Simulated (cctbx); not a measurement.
# Lattice, Laue class and space group of a new crystal

Cell: a = 7.6580 Å, b = 7.3990 Å, c = 15.0600 Å, α = 90.00°, β = 119.66°, γ = 90.00°. Expected content of the cell: Tl4 Te4 Cr8 Na12.

Simulated single-crystal data (cctbx): Cu Kα, λ = 1.54184 Å, to d = 0.83 Å, 80 % of the full sphere, strongest reflection 40000 counts, noise from counting, a 3 % proportional error and a noise floor of 8 counts (s.d.); no absorption, some extinction.

A first pass over the reflections prints:

```text
4363 reflections to d = 0.830 A
centring   violations  <I/sigma> of those
    A       1738 of  2144     17.0
    B       1821 of  2182     18.1
    C       1823 of  2180     17.9
    I       1856 of  2216     18.2
    R       2458 of  2910     18.2
    F       2691 of  3253     17.7
Laue class    unique    Rint  (classes that these axes allow; Friedel mates merged)
P -1             2625   0.021
P 1 2/m 1        1469   0.024
space group    extra absences  I>4sigma  <I/sigma>
P 1 2 1                 0          0         -  acentric
P 1 21 1                5          0      -0.3  acentric
P 1 m 1                 0          0         -  acentric
P 1 c 1               184          0       0.1  acentric
P 1 2/m 1               0          0         -  centric
P 1 21/m 1              5          0      -0.3  centric
P 1 2/c 1             184          0       0.1  centric
P 1 21/c 1            189          0       0.1  centric
Wilson B = 0.48 A^2   <|E^2-1|> = 0.889 (0.968 centric, 0.736 acentric)   E^2>4: 2.9 %
shell (A)         n   <I/sigma>
13.09 - 1.66    200     30.1
 1.66 - 1.32    185     28.1
 1.32 - 1.15    189     29.7
 1.15 - 1.05    177     27.3
 1.05 - 0.97    181     27.0
 0.97 - 0.91    187     28.7
 0.91 - 0.87    176     24.5
 0.87 - 0.83    174     25.8
```

Q: Read the symmetry from these tables.

Every centring test has many violations, so the lattice is primitive.

Rint stays low (0.021 to 0.024) up to P 1 2/m 1, the highest class in these axes.

8 settings pass the absence test. The most absences obeyed, 189, belong to P 1 21/c 1 alone.

⟨|E²−1|⟩ = 0.889 leans to a centrosymmetric structure. The Wilson B of 0.48 Å² means U ≈ 0.0061 Å².

The true group is P2_1/c (no. 14), Laue class 2/m, centrosymmetric. The tables fix it.

The model was made for the exercise: a known structure type with other elements put in, its volume estimated, not relaxed; displacement parameters are assumed.

[Logs are printed without paths, hosts, clocks, repeated set-up lines and the standing remarks that a program may print on its own settings, such as how far it seeks lower states.]
